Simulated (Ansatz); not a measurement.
# How Pt (Fm-3m) expands on warming, part 2 of 2

Wanted: α(T), C_P(T) and B(T) of Pt in the quasi-harmonic approximation.

Ansatz 0.2.0; DFT LDA, scalar-relativistic, plane waves, PAW; PAW set soft_1.

So far. Step 2 (A first coarse run): The start is under -6.9 GPa at this level and looks like a metal on this mesh. Step 4 (Relaxing to small residual forces and stress): The residual pressure is 3.0e-4 GPa, small enough for phonons. The relaxed cell has a = 3.893 Å (conventional setting).

### Step 5. Phonons on strained cells

Thermal expansion follows from how the free energy of the vibrations (and of the electrons in a metal) changes with strain, so the program makes strained cells, their phonons and a fit in one run.

input.yaml reads:

```yaml
crystal:
  lattice:
    - [0.0, 1.9466893132, 1.9466893132]
    - [1.9466893132, 0.0, 1.9466893132]
    - [1.9466893132, 1.9466893132, 0.0]
  atoms:
    - { symbol: Pt, position: [0.0, 0.0, 0.0] }
kpoints:
  mp_grid: { grid: [20, 20, 20] }
hamiltonian:
  xc: lda
  pseudopotentials: { kind: paw, azcp: { folder: soft_1 }, xc_functional: pbe }
scf:
  occupations: { method: methfessel_paxton, width: 0.2 }
  lower_state_search: "off"
output:
  eigenvalues: true
phonons:
  method: dfpt
  qmesh: [4, 4, 4]
  temperatures: { t_max: 1200.0, t_step: 50 }
  thermal_expansion: {}
```

Command:

```bash
$ ansatz run input.yaml --threads 8 --pin off --max-ram 16384MiB --backend cpu --events-out ev --progress --plain --runs-dir out
```

Numbers of over 12 decimals in the logs are rounded to 6 here.

The program printed:

```text
[...]
Crystal: 1 atoms, lattice volume = 14.754 Å³
Basis set: ecut = 487.2 eV, 339 PW (Γ), exchange–correlation on 40×40×40 points (8 copies of the dense FFT grid, shifted against one another)
Bands: 13, of which v1, the nominal top of the filled ones, is band 9 counted from 1 (8 counted from 0)
Symmetry: 48 space group operations
[...]
k-points: 256 of 8000
[...]
SCF iter   1: F=—  HF=-12246.696820 eV  |F-HF|=—  |Δ(HF+E_count)|=         —  Δρ=9.37e-2  dr2=1.19e0  ethr=3.10e-3  ⟨swp⟩=4.9  Hψ=16594  notcnv=0
[...]
SCF iter   8: F=-12246.278580 eV  HF=-12246.278580 eV  |F-HF|=3.64e-12  |Δ(HF+E_count)|=  9.09e-12  S|Δr|=    0.00e0  Δρ=2.81e-8  dr2=8.80e-14  ethr=1.00e-12  ⟨swp⟩=5.0  Hψ=12746  notcnv=0
SCF 1 converged in 8 iterations: F = -12246.278580 eV  dr2 = 8.80e-14
[...]
relax step   1: F+E_penalty+E_count = -12246.27858035 eV  Δ(F+E_penalty+E_count) = +0.000e0 eV  max|allowed force component| = 0.000e0 eV/Å  Δτ_max = 0.0000 Å  (8 SCF iters, accepted)
SCF converged after 8 iterations
[...]
Free energy (F): -12246.278580 eV
[...]
Internal energy: -12246.277618 eV  (E = F + TS)
E sigma→0 (E₀):  -12246.278340 eV
Entropy (-TS):   -0.000962 eV (-0.962 meV/atom)
Fermi energy:    23.728794 eV
[...]
--- Stress (GPa, compression-positive) ---
       -0.020499       0.000000      -0.000000
        0.000000      -0.020499      -0.000000
       -0.000000      -0.000000      -0.020499
  P = ⅓ Tr σ = -0.0205 GPa (-0.205 kbar)
--- Band table (eV; the first three rows and the last of 256) ---
  k-point 0: bands = [... 5 lower, 19.7628, 19.7628, 19.7628, 22.0357, 22.0357, 38.3127, 43.3140, 43.3140]
  k-point 1: bands = [... 5 lower, 19.7154, 19.8051, 19.8051, 22.0113, 22.0113, 38.4759, 42.7660, 43.4731]
  k-point 2: bands = [... 5 lower, 19.5896, 19.9193, 19.9193, 21.9545, 21.9545, 38.9309, 41.5662, 43.9389]
  k-point 255: bands = [... 5 lower, 18.9758, 18.9758, 21.6287, 24.2437, 30.8795, 32.0842, 32.0842, 35.9813]
── thermal expansion: 3 new cells, 3 in all ──
thermal expansion: relaxation of cell 2
thermal expansion: relaxation of cell 3
── thermal expansion: 2 new cells, 5 in all ──
thermal expansion: relaxation of cell 4
thermal expansion: electrons of cell 4
thermal expansion: phonons of cell 4
thermal expansion: relaxation of cell 5
thermal expansion: electrons of cell 1
thermal expansion: electrons of cell 2
thermal expansion: electrons of cell 3
thermal expansion: electrons of cell 5
thermal expansion: phonons of cell 5
── thermal expansion: 5 new cells, 10 in all ──
thermal expansion: relaxation of cell 6
thermal expansion: relaxation of cell 7
thermal expansion: relaxation of cell 8
thermal expansion: relaxation of cell 9
thermal expansion: relaxation of cell 10
thermal expansion: electrons of cell 6
thermal expansion: electrons of cell 7
thermal expansion: electrons of cell 8
thermal expansion: electrons of cell 9
thermal expansion: electrons of cell 10
thermal expansion: phonons of cell 6
thermal expansion: phonons of cell 7
--- Relaxed structure (1 steps of the walk, 1 accepted, 0 SCFs on fresh bases) ---
  F+E_penalty+E_count = -12246.27858035 eV   max|allowed force component| = 0.000e0 eV/Å
  atoms:
    - { symbol: Pt, position: [0.0, 0.0, 0.0] }
--- Thermal expansion: 10 cells in 3 rounds, 0 GPa ---
  no lower state was looked for at cell 4: scf.lower_state_search: off
  without vibrations: a 2.75285, b 2.75285, c 2.75285 Å, V 14.7513 Å³, B 307.95 GPa
  at 0 K: a 2.75492, b 2.75492, c 2.75492 Å, V 14.7846 Å³, B 305.32 GPa
  zero-point expansion: a +0.075, b +0.075, c +0.075, V +0.226 %
      T/K        a/Å        b/Å        c/Å       V/Å³ | expansion of a, b, c, V (1e-6/K)   | that of V in the mean from 25 °C | C_P, C_V (J/mol K of the cell) | B_T, B_S (GPa)
     0.00    2.75492    2.75492    2.75492    14.7846 |    0.00    0.00    0.00    0.00 |   19.77 |     0.000     0.000 |   305.32   305.32
   150.00    2.75686    2.75686    2.75686    14.8159 |    7.85    7.85    7.85   23.55 |   25.58 |    22.913    22.690 |   299.87   302.81
   298.15    2.76035    2.76035    2.76035    14.8723 |    9.01    9.01    9.01   27.04 |       - |    26.018    25.448 |   291.77   298.31
   400.00    2.76295    2.76295    2.76295    14.9143 |    9.45    9.45    9.45   28.34 |   27.75 |    26.999    26.174 |   285.93   294.94
   550.00    2.76698    2.76698    2.76698    14.9798 |   10.01   10.01   10.01   30.02 |   28.69 |    28.105    26.867 |   276.95   289.72
   700.00    2.77125    2.77125    2.77125    15.0492 |   10.56   10.56   10.56   31.67 |   29.61 |    29.066    27.363 |   267.54   284.19
   850.00    2.77577    2.77577    2.77577    15.1229 |   11.14   11.14   11.14   33.43 |   30.53 |    29.978    27.749 |   257.67   278.37
  1000.00    2.78054    2.78054    2.78054    15.2010 |   11.78   11.78   11.78   35.34 |   31.49 |    30.887    28.059 |   247.32   272.25
  1150.00    2.78560    2.78560    2.78560    15.2842 |   12.49   12.49   12.49   37.48 |   32.51 |    31.831    28.314 |   236.46   265.83
  1200.00    2.78736    2.78736    2.78736    15.3132 |   12.75   12.75   12.75   38.26 |   32.87 |    32.159    28.390 |   232.72   263.61
  the static fit leaves 0.001 meV an atom of the energies and, of the stresses, 0.000 GPa of each cell's largest along a strain (root mean squares over the cells), whose Pulay part it has at -0.031 GPa
  vibrations' free energy: its fit passes through its cells
  the electrons' free energy at temperature is in it; its fit leaves 0.0004 meV an atom at the most
  free energies summed between the sampled wave vectors
  estimated error of the fitted expansion in any direction: up to 0.018e-6/K, at 1200 K, with few degrees of freedom (an estimate, not a bound: it was exceeded on models of known expansion)
  by sums over the sampled wave vectors an expansion of the volume parts by up to 1.87e-6/K
  by a static energy of one degree less an expansion of the volume parts by up to 0.09e-6/K
  the FFT grids of the static calculations differ: 20 × 20 × 20, 24 × 24 × 24
```

Elapsed: 8 min, on 8 threads of Arm Neoverse V2, shared host; peak memory 4.2 GiB; 57 min of CPU time.

This step gave:

```yaml
pressure: -0.02050 GPa
volume_expansion_coefficient_at_298_k: 27.04 1e-6/K
c_p_at_298_k: 26.02 J/mol-atom/K
entropy_at_298_k: 41.63 J/mol-atom/K
isothermal_bulk_modulus_at_298_k: 291.8 GPa
grueneisen_parameter_at_298_k: 2.777
volume_at_298_k: 14.87 Å³/atom
principal_linear_expansion_coefficients_at_298_k: 9.014, 9.014, 9.014 1e-6/K
```

Strained cells of the study; zero-point energy where phonons were solved; the pressures are stresses at a fixed cutoff and can carry an offset from the finite basis. Expansion cells, by row:

```tsv
cell	|a| (Å)	|b| (Å)	|c| (Å)	V (Å³/atom)	E - E_lowest (meV/atom)	pressure, compression positive (GPa)	gap (eV)	zero-point energy (meV/atom)
1	2.753	2.753	2.753	14.75	0	-0.052	-	-
2	2.775	2.775	2.775	15.11	7.925	-6.948	-	-
3	2.731	2.731	2.731	14.41	8.263	7.78	-	-
4	2.753	2.753	2.753	14.76	0	-0.129	-	23.25
5	2.767	2.767	2.767	14.98	3.25	-4.544	-	22.3
6	2.783	2.783	2.783	15.24	14.17	-9.12	-	21.24
7	2.798	2.798	2.798	15.48	31.12	-13.05	-	20.24
8	2.726	2.726	2.726	14.32	12.83	9.82	-	-
9	2.74	2.74	2.74	14.54	3.085	4.652	-	-
10	2.82	2.82	2.82	15.86	67.87	-18.3	-	-
```

Quasi-harmonic; a, b, c are the run's own cell vectors. Expansion, by row:

```tsv
T (K)	a (Å)	b (Å)	c (Å)	alpha (deg)	beta (deg)	gamma (deg)	cell volume (Å³/cell)	alpha_a (1e-6/K)	alpha_b (1e-6/K)	alpha_c (1e-6/K)	alpha_V (1e-6/K)	C_P (J/mol-atom/K)	C_V (J/mol-atom/K)	S (J/mol-atom/K)	B_T (GPa)	B_S (GPa)	Grueneisen	extrapolation	fit error (1e-6/K)
0	2.755	2.755	2.755	60	60	60	14.78	0	0	0	0	0	0	0	305.3	305.3	-	0	0
50	2.755	2.755	2.755	60	60	60	14.79	3.64	3.64	3.64	10.92	10.53	10.52	5.413	304.6	305.1	2.818	0	0
100	2.756	2.756	2.756	60	60	60	14.8	6.71	6.71	6.71	20.13	19.6	19.49	16.04	302.4	304.1	2.784	0	0
150	2.757	2.757	2.757	60	60	60	14.82	7.85	7.85	7.85	23.55	22.91	22.69	24.71	299.9	302.8	2.777	0	0
200	2.758	2.758	2.758	60	60	60	14.83	8.41	8.41	8.41	25.22	24.46	24.13	31.53	297.2	301.4	2.776	0	0
250	2.759	2.759	2.759	60	60	60	14.85	8.76	8.76	8.76	26.28	25.39	24.93	37.1	294.5	299.8	2.776	0	0.01
298.1	2.76	2.76	2.76	60	60	60	14.87	9.01	9.01	9.01	27.04	26.02	25.45	41.63	291.8	298.3	2.777	0	0.01
300	2.76	2.76	2.76	60	60	60	14.87	9.02	9.02	9.02	27.07	26.04	25.46	41.79	291.7	298.2	2.777	0	0.01
350	2.762	2.762	2.762	60	60	60	14.89	9.25	9.25	9.25	27.74	26.56	25.86	45.84	288.8	296.6	2.778	0	0.01
400	2.763	2.763	2.763	60	60	60	14.91	9.45	9.45	9.45	28.34	27	26.17	49.42	285.9	294.9	2.781	0	0.01
450	2.764	2.764	2.764	60	60	60	14.94	9.64	9.64	9.64	28.91	27.39	26.44	52.62	283	293.2	2.784	0	0.01
500	2.766	2.766	2.766	60	60	60	14.96	9.82	9.82	9.82	29.47	27.76	26.66	55.53	280	291.5	2.787	0	0.01
550	2.767	2.767	2.767	60	60	60	14.98	10.01	10.01	10.01	30.02	28.11	26.87	58.19	276.9	289.7	2.791	0	0.01
600	2.768	2.768	2.768	60	60	60	15	10.19	10.19	10.19	30.56	28.43	27.05	60.65	273.9	287.9	2.796	0	0.01
650	2.77	2.77	2.77	60	60	60	15.03	10.37	10.37	10.37	31.12	28.75	27.21	62.94	270.7	286.1	2.801	0	0.01
700	2.771	2.771	2.771	60	60	60	15.05	10.56	10.56	10.56	31.67	29.07	27.36	65.08	267.5	284.2	2.807	0	0.01
750	2.773	2.773	2.773	60	60	60	15.07	10.75	10.75	10.75	32.24	29.37	27.5	67.09	264.3	282.3	2.813	0	0.01
800	2.774	2.774	2.774	60	60	60	15.1	10.94	10.94	10.94	32.83	29.68	27.63	69	261	280.3	2.82	0	0.01
850	2.776	2.776	2.776	60	60	60	15.12	11.14	11.14	11.14	33.43	29.98	27.75	70.81	257.7	278.4	2.827	0	0.01
900	2.777	2.777	2.777	60	60	60	15.15	11.35	11.35	11.35	34.04	30.28	27.86	72.53	254.3	276.4	2.835	0	0.01
950	2.779	2.779	2.779	60	60	60	15.17	11.56	11.56	11.56	34.68	30.58	27.96	74.17	250.8	274.3	2.843	0	0.02
1000	2.781	2.781	2.781	60	60	60	15.2	11.78	11.78	11.78	35.34	30.89	28.06	75.75	247.3	272.2	2.852	0	0.02
1050	2.782	2.782	2.782	60	60	60	15.23	12.01	12.01	12.01	36.02	31.2	28.15	77.27	243.8	270.1	2.861	0	0.01
1100	2.784	2.784	2.784	60	60	60	15.26	12.25	12.25	12.25	36.74	31.51	28.23	78.72	240.1	268	2.871	0	0.01
1150	2.786	2.786	2.786	60	60	60	15.28	12.49	12.49	12.49	37.48	31.83	28.31	80.13	236.5	265.8	2.881	0	0.01
1200	2.787	2.787	2.787	60	60	60	15.31	12.75	12.75	12.75	38.26	32.16	28.39	81.49	232.7	263.6	2.892	0	0.02
```

The expansion coefficient by temperature; values in 1e-6/K:

```tsv
temperature (K)	volume	principal 1
0	0	0
50	10.9	3.64
100	20.1	6.71
150	23.6	7.85
200	25.2	8.41
250	26.3	8.76
298	27.0	9.01
300	27.1	9.02
350	27.7	9.25
400	28.3	9.45
450	28.9	9.64
500	29.5	9.82
550	30.0	10.0
600	30.6	10.2
650	31.1	10.4
700	31.7	10.6
750	32.2	10.8
800	32.8	10.9
850	33.4	11.1
900	34.0	11.3
950	34.7	11.6
1000	35.3	11.8
1050	36.0	12.0
1100	36.7	12.2
1150	37.5	12.5
1200	38.3	12.8
```

At 298 K the volume expansion is 27.0 × 10⁻⁶/K and B_T is 292 GPa. The q-mesh is coarse, so this is a first estimate. The program raised the cutoff to 487.2 eV by itself: with no cutoff typed, the study takes about 1.16 times the default for its relaxations and scales it with the volume for the phonons.

### Step 6. What came out

* settings of these figures: LDA, 487.2 eV, k 20×20×20, q 4×4×4
* volume expansion coefficient at 298 K: 27.04 1e-6/K
* C_P at 298 K: 26.02 J/mol-atom/K
* entropy at 298 K: 41.63 J/mol-atom/K
* isothermal bulk modulus at 298 K: 291.8 GPa
* Grüneisen parameter at 298 K: 2.777
* volume at 298 K: 14.87 Å³/atom
* principal linear expansion coefficients at 298 K: 9.014, 9.014, 9.014 1e-6/K

In words: Near room temperature Pt expands by 27.0 × 10⁻⁶/K in volume by LDA, with C_P = 26.0 J/(mol K) per mole of atoms and B_T = 292 GPa. The q-mesh is coarse, and the expansion can converge slowly with it. C_P at room temperature is 104 % of the classical 3R an atom; C_V is 102 %, and the rest is expansion work. In this metal the study includes the electrons' free energy, which adds a term that grows with temperature, so the heat capacities need not level off at 3R. The PAW files were made for PBE and are used here under another functional, for which the program regenerates the frozen cores.

[Logs are printed without paths, hosts, clocks, repeated set-up lines and the standing remarks that a program may print on its own settings, such as how far it seeks lower states.]

[Hosts, paths, dates, database ids (printed as entryN), source tags and the programs' standing remarks are cut or masked in the printed files.]

[A step with changed settings may run another functional than the one named; its input shows which.]
